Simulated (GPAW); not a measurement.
# BiOCl (P4/nmm): one start, several treatments of the self-energy

How much does the gap of BiOCl (P4/nmm) depend on the approximation to the self-energy?

Main program and level: GPAW 26.7.0; LDA and many-body steps on it, plane waves.

**The experiments to reproduce.**

- Gap 3.36 eV: optical gap from Kubelka-Munk/Tauc analysis; UV-vis diffuse reflectance; powder (solvothermal hierarchical microspheres made without additive) (“Hydrothermal Crystallization of Bismuth Oxychlorides (BiOCl) Using Different Shape Control Reagents”, 2021, pmc:8123882).

- Gap 3.44 eV: optical gap from Tauc plot; UV-vis diffuse reflectance; powder (hydrothermal powder) (“Synergistic Piezo-Photocatalysis of BiOCl/NaNbO3 Heterojunction Piezoelectric Composite for High-Efficient Organic Pollutant Degradation”, 2022, pmc:8839476).

## Step 1: The starting structure

The structure is tetragonal, space group P4/nmm (No. 129). The conventional cell has a = 3.886 Å, b = 3.886 Å, c = 7.349 Å, α = 90.00°, β = 90.00°, γ = 90.00°. Bi has 4 O at 2.31 Å and 4 Cl at 3.06 Å nearest. Cl has 4 Bi at 3.06 Å nearest. O has 4 Bi at 2.31 Å nearest. Farther neighbours and most contacts between anions are not listed.

Structure file:

```cif
data_structure
_symmetry_space_group_name_H-M 'P4/nmm:1'
_symmetry_Int_Tables_number 129
_cell_length_a 3.8855
_cell_length_b 3.8855
_cell_length_c 7.3489
_cell_angle_alpha 90.000
_cell_angle_beta 90.000
_cell_angle_gamma 90.000
_cell_volume 110.95
loop_
_atom_site_label
_atom_site_type_symbol
_atom_site_symmetry_multiplicity
_atom_site_Wyckoff_symbol
_atom_site_fract_x
_atom_site_fract_y
_atom_site_fract_z
_atom_site_occupancy
Bi1 Bi 2 c 0.50000 0.00000 0.32904 1
Cl1 Cl 2 c 0.00000 0.50000 0.14720 1
O1 O 2 b 0.00000 0.00000 0.50000 1
```

The cell and positions come from the Crystallography Open Database and are kept as given unless a step says otherwise. Spin-orbit coupling is left out unless a step names it.

## Step 2: Empty states on the mesh, 4×4×2 mesh, 1005 bands

This step: GPAW 26.7.0; DFT, LDA, plane waves, PAW.

The sums over transitions need many empty states on a uniform mesh; this step solves for them.

run.py reads:

```python
import json
import numpy as np
from gpaw.mpi import world
from gpaw import GPAW

calc = GPAW('gs.gpw').fixed_density(kpts={'size': (4, 4, 2), 'gamma': True},
    parallel={'domain': 1, 'band': 1},
    txt='nscf.txt')
calc.diagonalize_full_hamiltonian(nbands=1005)
calc.write('full.gpw', mode='all')
res = {}
kpts = calc.get_ibz_k_points()
res['kpts'] = kpts
res['eigenvalues'] = [calc.get_eigenvalues(kpt=k) for k in range(len(kpts))]
res['n_electrons'] = calc.get_number_of_electrons()

if world.rank == 0:
    with open('result.json', 'w') as f:
        json.dump(res, f, default=lambda x: x.tolist())
```

Command:

```sh
> mpirun -n 4 gpaw python run.py
```

Numbers of over 12 decimals in the logs are rounded to 6 here.

Output:

```text
Diagonalizing LCAO Hamiltonian
Converting LCAO to pw mode
convergence criteria:
- Maximum integral of absolute [eigenst]ate change: 4e-08 eV^2 / valence electron
maximum number of iterations: 100

SCF iterations
|iter     |     time |      energy | eigst |  dens |
|iter:   1|  |             | +0.46 |       |
|iter:   2|  |             | -0.94 |       |
|iter:   3|  |             | -2.13 |       |
[...]
|iter:   8|  |             | -5.54 |       |
|iter:   9|  |             | -6.61 |       |
|iter:  10|  |             | -7.49c|       |
SCF steps: 10
  __  _  _
 | _ |_)|_||  |
 |__||  | ||/\| - 26.7.0

Input parameters:
  mode=PW(ecut=600.0),
  convergence={'density': 1e-06, 'bands': -3},
  gpts=array([24, 24, 42]),
  kpts=MonkhorstPack(size=(4, 4, 2), gamma=True),
  maxiter=100,
  nbands=37,
  occupations=Occupations(name='fermi-dirac', width=0.001, fixmagmom=False),
  parallel={'domain': 1, 'band': 1},
  xc=XC(name='LDA')
Matrix size: 3733x3733
# Writing to full.gpw (mode='all')
  [... matrices ...]

timing:  # [seconds]
  Total: 151.317  # ━━━━━━━━━━━━━━━━━━━━━━━━━━━━━━━━━━━━━━━━━━━━━━━━━━━━━━━━━
```

Run time: 2.7 min. Hardware: 4 MPI ranks of Arm Neoverse V2, shared host; peak memory 5.6 GiB; 11 min of CPU time.

This step gave:

| Item | Value |
| --- | --- |
| gap | 2.538 eV |
| k of the valence top | 0.5, 0, 0.5 |
| k of the conduction bottom | 0, 0, 0.5 |
| least direct gap | 2.825 eV |
| k points computed | 12 |
| lowest point of the top converged band, above the valence top | 233.5420 eV |

On this mesh the gap is 2.538 eV.

## Step 3: G0W0, Godby-Needs plasmon pole

G0W0 replaces the xc potential by the self-energy, built once from these orbitals. Only a window of levels is corrected, while the sums run over the empty bands that the input names.

This step: G0W0 on LDA, plane waves, PAW.

run.py reads:

```python
import json
import numpy as np
from gpaw.mpi import world
from gpaw.response.g0w0 import G0W0

gw = G0W0('full.gpw',
    filename='gw',
    kpts=[0, 1, 7],
    bands=(26, 30),
    ecut=150,
    nbands=462,
    integrate_gamma='WS',
    ppa=True)
gw.calculate()
res = {mode: {k: v for k, v in r.items() if k != 'sigma_eskwn'}
       for mode, r in gw.all_results.items()}

if world.rank == 0:
    with open('result.json', 'w') as f:
        json.dump(res, f, default=lambda x: x.tolist())
```

Command:

```sh
> mpirun -n 4 gpaw python run.py
```

Output:

```text
Using integrator: PointIntegrator
FrequencyGridDescriptor(from 0.000+0.000j to 0.000+27.211j eV, 2 points)
Nonperiodic BCs:  [False False False]
Using integrator: PointIntegrator
FrequencyGridDescriptor(from 0.000+0.000j to 0.000+27.211j eV, 2 points)
Nonperiodic BCs:  [False False False]
  ___  _ _ _
 |   || | | |
 | | || | | |
 |__ ||_____|
 |___|

BZ k-points: Symmetries present (total): 8

  [... matrices ...]
32 k-points: 4 x 4 x 2 Monkhorst-Pack grid + [1/8,1/8,1/4]
12 k-points in the irreducible part of the Brillouin zone
       k-points in crystal coordinates                weights
   0:     0.00000000    0.00000000    0.00000000          1/32
   1:     0.00000000    0.00000000    0.50000000          1/32
   2:     0.25000000    0.00000000    0.00000000          4/32
   3:     0.25000000    0.00000000    0.50000000          4/32
   4:     0.25000000    0.25000000    0.00000000          4/32
   5:     0.25000000    0.25000000    0.50000000          4/32
   6:     0.50000000    0.00000000    0.00000000          2/32
   7:     0.50000000    0.00000000    0.50000000          2/32
   8:     0.50000000    0.25000000    0.00000000          4/32
   9:     0.50000000    0.25000000    0.50000000          4/32
          ...
  11:     0.50000000    0.50000000    0.50000000          1/32

Distributing spins, k-points and bands (1 x 3 x 4) over 4 processes
Number of blocks: 1

Quasi particle states:
k-points (IBZ indices): [0, 1, 7]
Band range: (26, 30)
  [... matrices ...]
Computational parameters:
Plane wave cut-off: 150 eV
Number of bands: 462
Coulomb cutoff: None
Broadening: 0.1 eV

fxc modes: GW
Kernel: RPA
Using Godby-Needs plasmon-pole approximation:
  Fitting energy: i*E0, E0 = 1.000 Hartree
Summing all q:

Calculating screened Coulomb potential
No Coulomb truncation
FrequencyGridDescriptor(from 0.000+0.000j to 0.000+27.211j eV, 2 points)
Removing empty qpoint cache files...

Calculating chi0 body with:
    Ground state adapter containing:
    Number of spins: 1
    Number of kpoints: 32
    Number of irreducible kpoints: 12
    Number of completely occupied states: 28
    Number of partially occupied states: 28
    Occupied states memory: 10.3359375 M / cpu

    Linear response parametrization:
    q_c: [0.0, 0.0, 0.0]
    Number of frequency points: 2
    Planewave cutoff: 150.0
    Number of bands: 462
    Number of planewaves: 459
    Broadening (eta): 1e-06
    comm.size: 4
    kncomm.size: 4
    blockcomm.size: 1

    Memory estimate of potentially large arrays:
        chi0_wGG: 6.429474 M / cpu
Integrating chi0 body.

Symmetries of q_c:
    Direct symmetries (Uq -> q): 8
    Indirect symmetries (TUq -> q): 8
In total 16 allowed symmetries.

  [... matrices ...]
12 groups of equivalent kpoints. 62.5% reduction.

Integral kind: response function
Integrating chi0 head and wings.

Symmetries of q_c:
    Direct symmetries (Uq -> q): 8
    Indirect symmetries (TUq -> q): 8
In total 16 allowed symmetries.

  [... matrices ...]
12 groups of equivalent kpoints. 62.5% reduction.

Integral kind: response function wings

Calculating chi0 body with:
    Ground state adapter containing:
    Number of spins: 1
    Number of kpoints: 32
    Number of irreducible kpoints: 12
    Number of completely occupied states: 28
    Number of partially occupied states: 28
    Occupied states memory: 10.3359375 M / cpu

    Linear response parametrization:
[... the further q-points ...]

Results:
f:      Occupation numbers
eps:     KS-eigenvalues [eV]
vxc:     KS vxc [eV]
exx:     Exact exchange [eV]
sigma:   Self-energies [eV]
dsigma:  Self-energy derivatives
Z:       Renormalization factors
qp:      QP-energies [eV]

k-point 0 (0): (0.000, 0.000, 0.000)                GW
band       f     eps     vxc     exx   sigma  dsigma       Z      qp
                                                                   GW
  26   1.000   3.741 -17.346 -21.226   3.107  -0.288   0.776   3.141
  27   1.000   3.957 -18.343 -21.493   2.716  -0.287   0.777   3.620
  28   0.000   7.714 -15.414 -10.974  -3.477  -0.216   0.823   8.507
  29   0.000   8.391 -15.398 -10.947  -3.452  -0.232   0.812   9.202

k-point 1 (1): (0.000, 0.000, 0.500)                GW
band       f     eps     vxc     exx   sigma  dsigma       Z      qp
                                                                   GW
  26   1.000   4.333 -19.862 -23.587   3.419  -0.308   0.764   4.099
  27   1.000   4.390 -17.592 -21.050   2.495  -0.273   0.785   3.634
[...]
k-point 2 (7): (0.500, 0.000, 0.500)                GW
band       f     eps     vxc     exx   sigma  dsigma       Z      qp
                                                                   GW
[...]
27   1.000   4.676 -18.743 -21.755   2.482  -0.279   0.782   4.261
  28   0.000   9.016 -15.444 -10.931  -3.484  -0.230   0.813   9.852
  29   0.000   9.016 -15.444 -10.931  -3.484  -0.230   0.813   9.852
```

Elapsed: 10 min, on 4 MPI ranks; peak memory 2.8 GiB; 40 min of CPU time.

This step gave:

```yaml
g0w0_gap_on_the_points_computed: 3.662 eV
least_direct_g0w0_gap_on_the_computed_points: 3.825 eV
z_at_the_valence_top: 0.7821
z_at_the_conduction_bottom: 0.8257
starting_gap_on_the_mesh: 2.538 eV
k_of_the_valence_top: 0.5, 0, 0.5
k_of_the_conduction_bottom: 0, 0, 0.5
```

The gap on the mesh goes from 2.54 eV to 3.66 eV, a correction of +1.12 eV.

## Step 4: One-shot HSE06

This step: one-shot HSE06 levels on LDA orbitals, plane waves, PAW.

run.py reads:

```python
import json
import numpy as np
from gpaw.mpi import world
from gpaw.hybrids.eigenvalues import non_self_consistent_eigenvalues

dft, vxc, vxc_hyb = non_self_consistent_eigenvalues('full.gpw', 'HSE06', 26, 30, kpt_indices=[0, 1, 7])
res = {'dft': dft[0], 'hybrid': (dft - vxc + vxc_hyb)[0]}
if world.rank == 0:
    with open('hybrid.txt', 'w') as f:
        for k, e0, e1 in zip([0, 1, 7], res['dft'], res['hybrid']):
            print(k, ' '.join(f'{x:9.4f}' for x in e0), '|', ' '.join(f'{x:9.4f}' for x in e1), file=f)

if world.rank == 0:
    with open('result.json', 'w') as f:
        json.dump(res, f, default=lambda x: x.tolist())
```

Command:

```sh
> mpirun -n 4 gpaw python run.py
```

Output:

```text
IBZ(<points: 12, symmetries: 8>)
Occupied bands: 28
Transforming wave functions from IBZ to BZ: 0.027 seconds
Distributing wave functions and iFFT-ing to real space: 0.285 seconds
Calculating eigenvalues:
  k-points: 3
  Bands: 26-29 (inclusive)
  Seconds: 2.250 (wave-function broadcasting: 0.020 seconds)
HSE06-eigenvalue shifts:
  min: -0.774 eV
  ave: 0.035 eV
  max: 0.847 eV
```

Elapsed: 5.4 s, on 4 MPI ranks; peak memory 1.7 GiB.

This step gave:

```yaml
starting_gap_on_the_mesh: 2.538 eV
hybrid_gap_on_the_mesh: 3.817 eV
least_direct_hybrid_gap_on_the_computed_points: 4.238 eV
```

## Step 5: One-shot PBE0

This step: one-shot PBE0 levels on LDA orbitals, plane waves, PAW.

run.py, as its differences from that of step 4:

```diff
@@ -5,3 +5,3 @@
 
-dft, vxc, vxc_hyb = non_self_consistent_eigenvalues('full.gpw', 'HSE06', 26, 30, kpt_indices=[0, 1, 7])
+dft, vxc, vxc_hyb = non_self_consistent_eigenvalues('full.gpw', 'PBE0', 26, 30, kpt_indices=[0, 1, 7])
 res = {'dft': dft[0], 'hybrid': (dft - vxc + vxc_hyb)[0]}
```

Command:

```sh
> mpirun -n 4 gpaw python run.py
```

Output:

```text
IBZ(<points: 12, symmetries: 8>)
Occupied bands: 28
Transforming wave functions from IBZ to BZ: 0.028 seconds
Distributing wave functions and iFFT-ing to real space: 0.272 seconds
Calculating eigenvalues:
  k-points: 3
  Bands: 26-29 (inclusive)
  Seconds: 2.459 (wave-function broadcasting: 0.019 seconds)
HSE06-eigenvalue shifts:
  min: -1.178 eV
  ave: 0.001 eV
  max: 1.158 eV
```

It took 5.3 s on 4 MPI ranks; peak memory 1.7 GiB; 21 s of CPU time.

Numbers from this step:

* starting gap on the mesh: 2.538 eV
* hybrid gap on the mesh: 4.499 eV
* least direct hybrid gap on the computed points: 4.931 eV

## Step 6: G0W0, full frequency, Hilbert transform

This step: G0W0 on LDA, plane waves, PAW.

run.py reads:

```python
import json
import numpy as np
from gpaw.mpi import world
from gpaw.response.g0w0 import G0W0

gw = G0W0('full.gpw',
    filename='gw',
    kpts=[0, 1, 7],
    bands=(26, 30),
    ecut=150,
    nbands=462,
    integrate_gamma='WS',
    frequencies={'type': 'nonlinear', 'domega0': 0.1, 'omega2': 15.0},
    eta=0.1,
    nblocksmax=True)
gw.calculate()
res = {mode: {k: v for k, v in r.items() if k != 'sigma_eskwn'}
       for mode, r in gw.all_results.items()}

if world.rank == 0:
    with open('result.json', 'w') as f:
        json.dump(res, f, default=lambda x: x.tolist())
```

Command:

```sh
> mpirun -n 4 gpaw python run.py
```

Output:

```text
Using integrator: PointIntegrator
NonLinearFrequencyDescriptor(from 0.000 to 159.133 eV, 296 points)
Nonperiodic BCs:  [False False False]
Using integrator: PointIntegrator
NonLinearFrequencyDescriptor(from 0.000 to 159.133 eV, 296 points)
Nonperiodic BCs:  [False False False]
  ___  _ _ _
 |   || | | |
 | | || | | |
 |__ ||_____|
 |___|

BZ k-points: Symmetries present (total): 8

  [... matrices ...]
32 k-points: 4 x 4 x 2 Monkhorst-Pack grid + [1/8,1/8,1/4]
12 k-points in the irreducible part of the Brillouin zone
       k-points in crystal coordinates                weights
   0:     0.00000000    0.00000000    0.00000000          1/32
   1:     0.00000000    0.00000000    0.50000000          1/32
   2:     0.25000000    0.00000000    0.00000000          4/32
[...]
9:     0.50000000    0.25000000    0.50000000          4/32
          ...
  11:     0.50000000    0.50000000    0.50000000          1/32

Distributing spins, k-points and bands (1 x 3 x 4) over 1 process
Number of blocks: 4

Quasi particle states:
k-points (IBZ indices): [0, 1, 7]
Band range: (26, 30)
  [... matrices ...]
Computational parameters:
Plane wave cut-off: 150 eV
Number of bands: 462
Coulomb cutoff: None
Broadening: 0.1 eV

fxc modes: GW
Kernel: RPA
Using full-frequency real axis integration
Summing all q:

Calculating screened Coulomb potential
No Coulomb truncation
NonLinearFrequencyDescriptor(from 0.000 to 159.133 eV, 296 points)
Removing empty qpoint cache files...

Calculating chi0 body with:
    Ground state adapter containing:
    Number of spins: 1
    Number of kpoints: 32
    Number of irreducible kpoints: 12
    Number of completely occupied states: 28
    Number of partially occupied states: 28
    Occupied states memory: 10.3359375 M / cpu

[...]
blockcomm.size: 4

    Memory estimate of potentially large arrays:
        chi0_wGG: 237.890533 M / cpu
Integrating chi0 body.

Symmetries of q_c:
    Direct symmetries (Uq -> q): 8
    Indirect symmetries (TUq -> q): 8
In total 16 allowed symmetries.

  [... matrices ...]
12 groups of equivalent kpoints. 62.5% reduction.

Integral kind: spectral function
Integrating chi0 head and wings.

Symmetries of q_c:
    Direct symmetries (Uq -> q): 8
    Indirect symmetries (TUq -> q): 8
In total 16 allowed symmetries.

  [... matrices ...]
12 groups of equivalent kpoints. 62.5% reduction.

Integral kind: spectral function wings

Calculating chi0 body with:
    Ground state adapter containing:
    Number of spins: 1
    Number of kpoints: 32
    Number of irreducible kpoints: 12
    Number of completely occupied states: 28
    Number of partially occupied states: 28
    Occupied states memory: 10.3359375 M / cpu

[... the further q-points ...]

Results:
f:      Occupation numbers
eps:     KS-eigenvalues [eV]
vxc:     KS vxc [eV]
exx:     Exact exchange [eV]
sigma:   Self-energies [eV]
dsigma:  Self-energy derivatives
Z:       Renormalization factors
qp:      QP-energies [eV]

k-point 0 (0): (0.000, 0.000, 0.000)                GW
band       f     eps     vxc     exx   sigma  dsigma       Z      qp
                                                                   GW
  26   1.000   3.741 -17.346 -21.226   3.071  -0.362   0.734   3.147
  27   1.000   3.957 -18.343 -21.493   2.654  -0.326   0.754   3.583
  28   0.000   7.714 -15.414 -10.974  -3.490  -0.236   0.809   8.483
[...]
k-point 1 (1): (0.000, 0.000, 0.500)                GW
band       f     eps     vxc     exx   sigma  dsigma       Z      qp
                                                                   GW
[...]
k-point 2 (7): (0.500, 0.000, 0.500)                GW
band       f     eps     vxc     exx   sigma  dsigma       Z      qp
                                                                   GW
[...]
28   0.000   9.016 -15.444 -10.931  -3.513  -0.254   0.798   9.813
  29   0.000   9.016 -15.444 -10.931  -3.513  -0.254   0.798   9.813
```

Wall time 21 min (4 MPI ranks); peak memory 6.9 GiB; 83 min of CPU time.

Numbers from this step:

```yaml
g0w0_gap_on_the_points_computed: 3.693 eV
least_direct_g0w0_gap_on_the_computed_points: 3.879 eV
z_at_the_valence_top: 0.7554
z_at_the_conduction_bottom: 0.8131
starting_gap_on_the_mesh: 2.538 eV
k_of_the_valence_top: 0.5, 0, 0.5
k_of_the_conduction_bottom: 0, 0, 0.5
```

Against G0W0 in GPAW (4×4×2 mesh, 462 bands, screening to 150 eV, Godby-Needs plasmon pole), the gap moves by +0.031 eV.

## Step 7: Side by side

Times are wall times on 4 MPI ranks of Arm Neoverse V2, shared host, good to a factor of about two.

```
                                    run   mesh  bands  screening cutoff (eV)  DFT gap (eV)  gap on the mesh (eV)  direct (eV)    time
         G0W0, Godby-Needs plasmon pole  4×4×2    462                    150         2.538                 3.662        3.825  10 min
                         one-shot HSE06  4×4×2      -                      -         2.538                 3.817        4.238   5.4 s
                          one-shot PBE0  4×4×2      -                      -         2.538                 4.499        4.931   5.3 s
G0W0, full frequency, Hilbert transform  4×4×2    462                    150         2.538                 3.693        3.879  21 min
```

## Step 8: What came out

| Item | Value |
| --- | --- |
| G0W0, Godby-Needs plasmon pole | 3.662 eV |
| one-shot HSE06 | 3.817 eV |
| one-shot PBE0 | 4.499 eV |
| G0W0, full frequency, Hilbert transform | 3.693 eV |
| known limits | not at the basis limit; no spin-orbit coupling; coarse k mesh |

**Reading.** One-shot HSE06: +0.154 eV against G0W0, Godby-Needs plasmon pole. One-shot PBE0: +0.836 eV against G0W0, Godby-Needs plasmon pole. G0W0, full frequency, Hilbert transform: +0.031 eV against G0W0, Godby-Needs plasmon pole. One-shot hybrid levels are evaluated on the LDA orbitals. Against experiment, by G0W0, Godby-Needs plasmon pole: the gap of 3.66 eV lies +0.30 eV from the measured 3.36 eV (optical, 2021); the gap of 3.66 eV lies +0.22 eV from the measured 3.44 eV (optical, 2022). An exciton line or allowed optical edge lies below the quasiparticle gap by the binding energy; a forbidden edge can push the onset above it. These are gaps on the mesh, at modest bands and cutoff. The calculation has static nuclei and no excitons; a measured gap holds zero-point and thermal motion, which mostly lowers it. With atoms this heavy the missing spin-orbit coupling can matter too. Bands and cutoff are finite, so the gap is not at the basis limit. The miss can reach some tenths of an eV and take either sign; the mesh is an error of its own. These stock PAW sets were not made for GW. In the G0W0 runs levels were corrected at 3 k points alone, so a gap called «on the mesh» is the least over those, and an edge elsewhere would be missed. A denser mesh or path gives a starting gap of 2.46 eV: the GW mesh misses a band edge, so its gaps are not the fundamental one. The 4×4×2 mesh is coarse for this cell, which bears on the long-range parts of exchange and screening. Where an edge is built on 6p states of lead, bismuth or thallium, scalar-relativistic gaps usually stand too wide, by a few tenths to over one eV.

[Paths, hosts, dates, memory and timing lines, banners, echoed tables and standing remarks are left out of the program output.]

[Logs are printed without paths, hosts, clocks, repeated set-up lines and the standing remarks that a program may print on its own settings, such as how far it seeks lower states.]

[Runs of the session that timed out or met a known fault of the program may be left out.]

[Hosts, paths, dates, database ids (printed as entryN), source tags and the programs' standing remarks are cut or masked in the printed files.]
